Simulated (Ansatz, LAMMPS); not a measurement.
## Aqueous NH4+ and HCO3-, 3.6 mol of salt per kg of water, from a frame at 300 K (113 atoms): geometry optimisation

How does aqueous NH4+ and HCO3-, 3.6 mol of salt per kg of water, from a frame at 300 K (113 atoms) relax, and what do bonds, charges and levels look like afterwards?

Program: Ansatz 0.2.0. Level of theory: Kohn-Sham DFT, PBE+D4, PAW (set soft_2), plane waves. Results are calculated unless marked as measured.

Most raw output is cut from this account.

## 1. The structure

The cell holds 113 atoms: 2 N, 72 H, 37 O and 2 C. Its edges and angles: a = 10.228 Å, b = 10.228 Å, c = 10.228 Å, α = 90.0°, β = 90.0°, γ = 90.0°. 31 H2O, 2 NH4+, 2 HCO3- placed at random, at 1.11 g/cm³; overlaps pushed apart, then 10 ps at 420 K with MMFF94 bonds, angles, torsions, charges and radii (Halgren, J. Comput. Chem. 17, 490 (1996)) in harmonic and 12-6 forms; SPC/E water (Berendsen, Grigera and Straatsma, J. Phys. Chem. 91, 6269 (1987)). Snapshot after 20 ps at 300 K and fixed volume.

Limits known from the start: The network of contacts between molecules at the start is that of the classical potential that made the cell. The concentration wasn't checked against solubility and may exceed it. The density was typed from a rule of thumb and may lie off the real one at this temperature. The Brillouin zone is sampled at Γ only, in a cell whose shortest periodic width is 10 Å.

## 2. Making the structure

A classical potential supplies the starting structure, since it reaches far longer times than DFT.

This step: classical MD, MMFF94 bonds, angles, torsions, charges and radii (Halgren, J. Comput. Chem. 17, 490 (1996)) in harmonic and 12-6 forms; SPC/E water (Berendsen, Grigera and Straatsma, J. Phys. Chem. 91, 6269 (1987)) (LAMMPS 22 Jul 2025 - Update 4).

Contents of in.lmp:

```
# aqueous NH4+ and HCO3-, 3.6 mol of salt per kg of water
units real
atom_style full
boundary p p p
bond_style harmonic
angle_style harmonic
dihedral_style opls
improper_style harmonic
special_bonds lj 0 0 0.5 coul 0 0 0.75
read_data data.lmp
neigh_modify delay 0 every 1 check yes one 4000
comm_modify cutoff 12.0
timestep 0.5
thermo_style custom step time temp pe press density
thermo_modify norm yes
# push overlapping molecules apart
pair_style soft 2.6
pair_coeff * * 0.0
variable a equal ramp(1,60)
fix ad all adapt 1 pair soft a * * v_a
velocity all create 420 745083 mom yes dist gaussian
fix lim all nve/limit 0.03
fix lan all langevin 420 420 50 745084 zero yes
thermo 1000
run 3000 post no
unfix ad
pair_style lj/cut/coul/long 9.0
pair_modify mix arithmetic tail yes
pair_coeff 1 1 0.0721 3.3270   # N
pair_coeff 2 2 0.0100 1.2000   # H
pair_coeff 3 3 0.0763 3.0430   # O
pair_coeff 4 4 0.0678 3.4070   # C
pair_coeff 5 5 0.0763 3.0960   # O
pair_coeff 6 6 0.1553 3.1660   # O
# [... 20 lines left out ...]
compute msd all msd com yes
thermo 5000
fix md all nvt temp 300 300 100
run 20000 post no
print "== T300: mean square displacement over the hold $(c_msd[4]:%.2f) A^2"
unfix md
uncompute msd
write_dump all custom T300.dump id type xs ys zs modify sort id
```

On the command line:

```bash
$ lmp -in in.lmp -log none -nocite
```

Elapsed: 17 s, on 1 thread of Arm Neoverse V2, shared host; peak memory 0.12 GiB.

The input also reads data.lmp (atoms, bonds and types; not printed here).

## 3. Single point at the start

A single point comes first, to see the forces before anything moves.

Contents of input.yaml:

```yaml
crystal:
  lattice:
    - [10.22827, 0.0, 0.0]
    - [0.0, 10.22827, 0.0]
    - [0.0, 0.0, 10.22827]
  atoms:
    - { symbol: "N", position: [0.38336, 0.85011, 0.34338] }
    - { symbol: H, position: [0.41678, 0.93276, 0.3986] }
    - { symbol: H, position: [0.28147, 0.86438, 0.33728] }
    - { symbol: H, position: [0.39934, 0.76517, 0.39446] }
    - { symbol: H, position: [0.42959, 0.84822, 0.25438] }
    - { symbol: "N", position: [0.38191, 0.35529, 0.12118] }
    - { symbol: H, position: [0.36048, 0.25961, 0.11491] }
    - { symbol: H, position: [0.35857, 0.38114, 0.21985] }
    - { symbol: H, position: [0.32818, 0.40893, 0.05571] }
    - { symbol: H, position: [0.47908, 0.37028, 0.10445] }
    - { symbol: O, position: [0.80022, 0.53713, 0.04428] }
    - { symbol: C, position: [0.68484, 0.48532, 0.02649] }
    - { symbol: O, position: [0.60112, 0.54692, 0.95654] }
    - { symbol: O, position: [0.66723, 0.37964, 0.08619] }
    - { symbol: H, position: [0.79025, 0.60797, 0.97777] }
    - { symbol: O, position: [0.2968, 0.11825, 0.05853] }
    - { symbol: C, position: [0.17836, 0.07956, 0.03006] }
    - { symbol: O, position: [0.16721, 0.06764, 0.91433] }
    - { symbol: O, position: [0.11034, 0.04973, 0.12748] }
    - { symbol: H, position: [0.30176, 0.13018, 0.96304] }
    - { symbol: O, position: [0.74707, 0.0052, 0.83257] }
    - { symbol: H, position: [0.70974, 0.05707, 0.90656] }
    - { symbol: H, position: [0.82756, 0.04947, 0.79909] }
    - { symbol: O, position: [0.56046, 0.28654, 0.52336] }
    - { symbol: H, position: [0.62527, 0.29256, 0.45041] }
    - { symbol: H, position: [0.60635, 0.29889, 0.60881] }
    - { symbol: O, position: [0.29379, 0.4787, 0.89885] }
    - { symbol: H, position: [0.25446, 0.43683, 0.81975] }
    - { symbol: H, position: [0.36668, 0.53787, 0.87156] }
    - { symbol: O, position: [0.46844, 0.63061, 0.7565] }
    - { symbol: H, position: [0.53198, 0.59986, 0.82415] }
    - { symbol: H, position: [0.45218, 0.72631, 0.76818] }
    - { symbol: O, position: [0.09289, 0.7528, 0.62978] }
    - { symbol: H, position: [0.09435, 0.78442, 0.72228] }
    - { symbol: H, position: [0.00067, 0.7511, 0.59737] }
    - { symbol: O, position: [0.07266, 0.37839, 0.13115] }
    - { symbol: H, position: [0.04826, 0.4587, 0.18128] }
    - { symbol: H, position: [0.0129, 0.30509, 0.15593] }
    - { symbol: O, position: [0.73461, 0.32568, 0.3097] }
    - { symbol: H, position: [0.80796, 0.26147, 0.30221] }
    - { symbol: H, position: [0.70725, 0.35448, 0.22037] }
    - { symbol: O, position: [0.10903, 0.89994, 0.33811] }
    - { symbol: H, position: [0.11253, 0.95115, 0.2549] }
    - { symbol: H, position: [0.04249, 0.9394, 0.39788] }
    - { symbol: O, position: [0.51924, 0.90749, 0.74366] }
    - { symbol: H, position: [0.60384, 0.95308, 0.76161] }
    - { symbol: H, position: [0.44488, 0.96796, 0.76297] }
    - { symbol: O, position: [0.08553, 0.81453, 0.88505] }
    - { symbol: H, position: [0.12695, 0.75644, 0.9519] }
    - { symbol: H, position: [0.10037, 0.90804, 0.90945] }
    - { symbol: O, position: [0.95992, 0.1236, 0.75647] }
    - { symbol: H, position: [0.04344, 0.10998, 0.80543] }
    - { symbol: H, position: [0.92697, 0.21418, 0.77279] }
    - { symbol: O, position: [0.92873, 0.15277, 0.25682] }
    - { symbol: H, position: [0.00239, 0.10858, 0.21012] }
    - { symbol: H, position: [0.91924, 0.11451, 0.34628] }
    - { symbol: O, position: [0.48579, 0.98876, 0.10924] }
    - { symbol: H, position: [0.40538, 0.0442, 0.10492] }
    - { symbol: H, position: [0.56487, 0.04509, 0.09778] }
    - { symbol: O, position: [0.59899, 0.66838, 0.33225] }
    - { symbol: H, position: [0.60513, 0.6806, 0.23544] }
    - { symbol: H, position: [0.62625, 0.57739, 0.35541] }
    - { symbol: O, position: [0.99674, 0.36799, 0.8474] }
    - { symbol: H, position: [0.94788, 0.44001, 0.80285] }
    - { symbol: H, position: [0.00316, 0.38726, 0.94304] }
    - { symbol: O, position: [0.4056, 0.07053, 0.48678] }
    - { symbol: H, position: [0.32562, 0.06145, 0.54227] }
    - { symbol: H, position: [0.43832, 0.16253, 0.49157] }
    - { symbol: O, position: [0.46634, 0.70919, 0.07043] }
    - { symbol: H, position: [0.52139, 0.63895, 0.03049] }
    - { symbol: H, position: [0.48498, 0.79434, 0.02615] }
    - { symbol: O, position: [0.67682, 0.30114, 0.76244] }
    - { symbol: H, position: [0.72138, 0.38581, 0.74236] }
    - { symbol: H, position: [0.68353, 0.28269, 0.85822] }
    - { symbol: O, position: [0.42556, 0.20489, 0.84335] }
    - { symbol: H, position: [0.50954, 0.22902, 0.79948] }
    - { symbol: H, position: [0.35038, 0.23373, 0.7879] }
    - { symbol: O, position: [0.83936, 0.74413, 0.88125] }
    [... 29 atom lines left out ...]
    - { symbol: O, position: [0.23676, 0.9925, 0.6824] }
    - { symbol: H, position: [0.17922, 0.91952, 0.65203] }
    - { symbol: H, position: [0.21284, 0.01688, 0.77401] }
    - { symbol: O, position: [0.1873, 0.66114, 0.06559] }
    - { symbol: H, position: [0.19535, 0.58497, 0.00483] }
    - { symbol: H, position: [0.27648, 0.69174, 0.09148] }
kpoints:
  mp_grid: { grid: [1, 1, 1] }
hamiltonian:
  xc: pbe
  dispersion: d4
scf:
  occupations: { method: fixed }
output:
  forces: true
  stress: true
  populations: true
  dos:
    method: { smearing: { sigma: 0.15 } }
    de: 0.1
    projected: { site_lists: { C: [C], H: [H], "N": ["N"], O: [O] } }
  eigenvalues: true
```

On the command line:

```bash
$ ansatz run input.yaml --threads 4 --pin off --max-ram 8192MiB --backend cpu --events-out ev --progress --plain --runs-dir out
```

The job ended after 13 s (4 threads of Arm Neoverse V2, shared host; peak memory 1.2 GiB).

The run gave:

```yaml
free_energy: -23424.5201 eV
free_energy_per_atom: -207.2966 eV/atom
scf_cycles: 9
pressure: 0.1746 GPa
r_m_s_force_component: 0.8112 eV/Å
longest_force: 7.406 eV/Å
fermi_energy: -1.599 eV
spacing_of_highest_filled_and_lowest_empty_level: 4.247 eV
spilling_of_the_projection: 0.01127
```

The r.m.s. force component of 0.81 eV/Å and the pressure of 0.17 GPa set the starting point.

Neighbours are counted within 1.21 Å (H-O), 1.27 Å (H-N), 1.73 Å (O-C).

Length of the force by element and coordination:

```
element  coordination  atoms  mean length of the force (eV/Å)  spread  least  most
      C           all      2                             4.56    2.85   1.71  7.41
      H           all     72                            0.929   0.475  0.219  3.67
      N           all      2                             1.73   0.860  0.866  2.59
      O           all     37                             1.07   1.000  0.248  6.37
      O             1      4                             2.89    2.02   1.53  6.37
      O             2     33                            0.852   0.422  0.248  2.22
```

## 4. Relaxation

The atoms are relaxed in the fixed cell, aiming at the force tolerance of the input.

input.yaml, the sections that differ from step 3:

```yaml
output:
  forces: true
relax:
  f_tol: 0.03
  max_steps: 200
# crystal, kpoints, hamiltonian, scf: as in step 3
```

Elapsed: 4.8 min, on 4 threads; peak memory 1.1 GiB; 18 min of CPU time.

Step by step (22 of 40):

```
step  energy less that of the first step (eV)  largest force component (eV/Å)
   1                                   0.0000                          7.1067
   3                                  -5.2228                          1.3003
   5                                  -6.5030                          0.9292
   7                                  -6.9980                          0.3668
   8                                  -7.1077                          0.8455
  10                                  -7.3230                          0.4537
  12                                  -7.3755                          0.1973
  14                                  -7.3915                          0.0871
  16                                  -7.3960                          0.0580
  18                                  -7.3984                          0.0460
  20                                  -7.4019                          0.1277
  21                                  -7.4048                          0.3762
  23                                  -7.4495                          0.4444
  25                                  -7.4111                          0.4949
  27                                  -7.4971                          0.2637
  29                                  -7.5100                          0.0151
  31                                  -7.5146                          0.0877
  33                                  -7.5314                          0.1152
  34                                  -7.5436                          0.1856
  36                                  -7.5537                          0.1688
  38                                  -7.5573                          0.0421
  40                                  -7.5581                          0.0195
```

Relaxation steps 25, 27, 37, 39 were tried and not accepted.

The atoms that moved most (Å):

```
atom      dx      dy      dz  length
 O27  -0.147   1.083  -0.987   1.473
 H29   0.027   0.746  -0.965   1.220
 H32   1.001   0.153  -0.424   1.097
 H74   0.268  -0.509  -0.899   1.067
  H9  -0.260   0.700   0.697   1.022
 O42  -0.357  -0.628  -0.678   0.991
 O81   0.451  -0.852   0.055   0.966
 H62   0.549   0.733   0.277   0.957
```

The relaxation changed the energy by -66.9 meV/atom, and atoms moved by 0.58 Å r.m.s., 1.5 Å at most.

## 5. Local order after relaxation

Bonds before and after, by the cutoffs listed below:

```
pair  bonds before  bonds after  mean before (Å)  mean after (Å)  spread before (Å)  spread after (Å)
 H-O            64           64            1.000           0.993              0.002             0.012
 H-N             8            8            1.038           1.046              0.023             0.013
 O-C             6            6            1.266           1.299              0.038             0.046
```

Density 1.11 g/cm³, 9.470 Å³ an atom.

g(r), total and by pair (bins of 0.2 Å):

```
r (Å)  total   H-H   H-O   H-C    H-N   O-O    O-C
 0.90   3.79  0.00  9.10  0.00   0.00  0.00   0.00
 1.10   1.12  0.00  1.50  0.00  21.75  0.00   0.00
 1.30   0.23  0.00  0.00  0.00   0.00  0.00  20.25
 1.50   0.76  1.60  0.27  0.00   0.00  0.00   0.00
 1.70   1.34  1.11  2.15  0.00   0.00  0.00   0.00
 1.90   0.53  0.04  1.19  0.80   0.00  0.00   0.00
 2.10   0.45  1.05  0.00  0.72   0.00  0.00   0.00
 2.30   1.00  2.14  0.09  0.53   0.00  0.73   0.00
 2.50   0.46  0.99  0.02  0.91   0.00  0.28   0.00
 2.70   0.79  0.54  0.26  2.81   0.00  3.54   0.00
 2.90   0.64  0.25  0.78  1.02   0.00  1.30   0.00
 3.10   0.98  0.53  1.54  0.31   2.73  0.45   0.59
 3.30   1.29  0.85  1.92  0.55   1.94  0.52   1.08
 3.50   1.03  1.12  1.07  0.24   1.18  0.55   2.36
 3.70   1.17  1.36  1.09  1.54   0.62  0.77   2.07
 3.90   1.15  1.29  1.09  1.17   0.00  1.03   0.74
 4.10   1.03  0.95  0.96  2.63   1.26  1.18   1.05
 4.30   1.15  1.21  0.93  1.43   1.29  1.65   0.61
 4.50   1.00  1.01  0.93  1.18   0.73  1.17   1.13
 4.70   1.08  1.03  1.06  1.09   1.05  1.43   0.77
 4.90   0.94  0.90  1.00  0.25   0.99  1.02   0.72
```

Bonds by pair of elements; cutoffs follow the first minimum of g(r), held within bounds set by covalent radii, and pairs that aren't listed don't count as bonded:

```
pair A-B  cutoff (Å)  bonds  mean length (Å)  spread (Å)  shortest (Å)  B about A  A about B
     H-O        1.21     64            0.993       0.012         0.971      0.889       1.73
     H-N        1.27      8             1.05       0.013          1.03      0.111          4
     O-C        1.73      6             1.30       0.046          1.26      0.162          3
```

How many atoms have how many bonded neighbours:

```
element  mean   1   2  3  4
      C     3   0   0  2  0
      H     1  72   0  0  0
      N     4   0   0  0  2
      O  1.89   4  33  0  0
```

Bond angles (no mean is given where the spread exceeds 20°):

```
angle  count  mean (°)  spread (°)
H-O-H     31       106         2.1
H-N-H     12       110         1.5
O-C-O      6       120           4
C-O-H      2       111         2.1
```

Hydrogen bonds between water molecules (O–O under 3.5 Å, H–O···O angle under 30°):

```
hydrogen bonds to other water  molecules
                            0          0
                            1          0
                            2          5
                            3         17
                            4          8
                            5          1
```

Bond length by coordination (bonds to H left out):

```
element  coordination  atoms  mean bond length (Å)
      O             1      4                  1.27
      O             2      2                  1.36
```

By these cutoffs all C atoms have 3, all H atoms have 1, all N atoms have 4 and 89 % of O atoms have 2 bonded neighbours. The H-O-H angle averages 106° with a spread of 2°. The 31 water molecules hold 3.16 hydrogen bonds each to other water on average, with a mean O–O distance of 2.75 Å.

(Part 1 of 2 ends here.)

[Logs are printed without paths, hosts, clocks, repeated set-up lines and the standing remarks that a program may print on its own settings, such as how far it seeks lower states.]

[Hosts, paths, dates, database ids (printed as entryN), source tags and the programs' standing remarks are cut or masked in the printed files.]

[The MMFF94 radii named for the starting cell were scaled by 0.96; in molecules described by MMFF94, hydrogen bound to N, O or S took a small fixed 12-6 site in their place.]
